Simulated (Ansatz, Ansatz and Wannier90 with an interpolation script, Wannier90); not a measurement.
An input for Ansatz 0.2.0 (SiO2 (P3_221)):

```yaml
crystal:
  lattice:
    - [4.91636, 0.0, 0.0]
    - [-2.45818, 4.25769265, 0.0]
    - [0.0, 0.0, 5.4084]
  atoms:
    - { symbol: Si, position: [0.46973, 0.0, 0.66666667] }
    - { symbol: Si, position: [0.0, 0.46973, 0.33333333] }
    - { symbol: Si, position: [0.53027, 0.53027, 0.0] }
    - { symbol: O, position: [0.41354, 0.26758, 0.78558] }
    - { symbol: O, position: [0.73242, 0.14596, 0.45224667] }
    - { symbol: O, position: [0.85404, 0.58646, 0.11891333] }
    - { symbol: O, position: [0.26758, 0.41354, 0.21442] }
    - { symbol: O, position: [0.14596, 0.73242, 0.54775333] }
    - { symbol: O, position: [0.58646, 0.85404, 0.88108667] }
kpoints:
  mp_grid: { grid: [3, 3, 2] }
hamiltonian:
  xc: lda
scf:
  occupations: { method: fixed }
gw:
  n_empty_bands: 472
  ecut_chi: 150.0
  qp_bands: [v12, c3]
  screening: { model: contour_deformation }
```

```sh
ansatz run input.yaml --threads 8 --pin off --max-ram 18432MiB --backend cpu --events-out ev --progress --plain --runs-dir out
```

Q: Estimate wall time and host memory on 8 threads of Arm Neoverse V2, shared host.

It took 64 s; on shared hardware allow 32 s to 2.1 min. Peak host memory was 3.9 GiB. The sizes that set the cost: 2209 plane waves a state, 6 irreducible k points, 496 bands summed, 455 plane waves in the screening and 6 SCF cycles.

The screening grows as filled bands × empty bands × pairs of k points, times the square of the screening basis for the matrix.

[Paths, hosts, dates, memory and timing lines, banners, echoed tables and standing remarks are left out of the program output.]

[Logs are printed without paths, hosts, clocks, repeated set-up lines and the standing remarks that a program may print on its own settings, such as how far it seeks lower states.]

[Runs of the session that timed out or met a known fault of the program may be left out.]

[Hosts, paths, dates, database ids (printed as entryN), source tags and the programs' standing remarks are cut or masked in the printed files.]
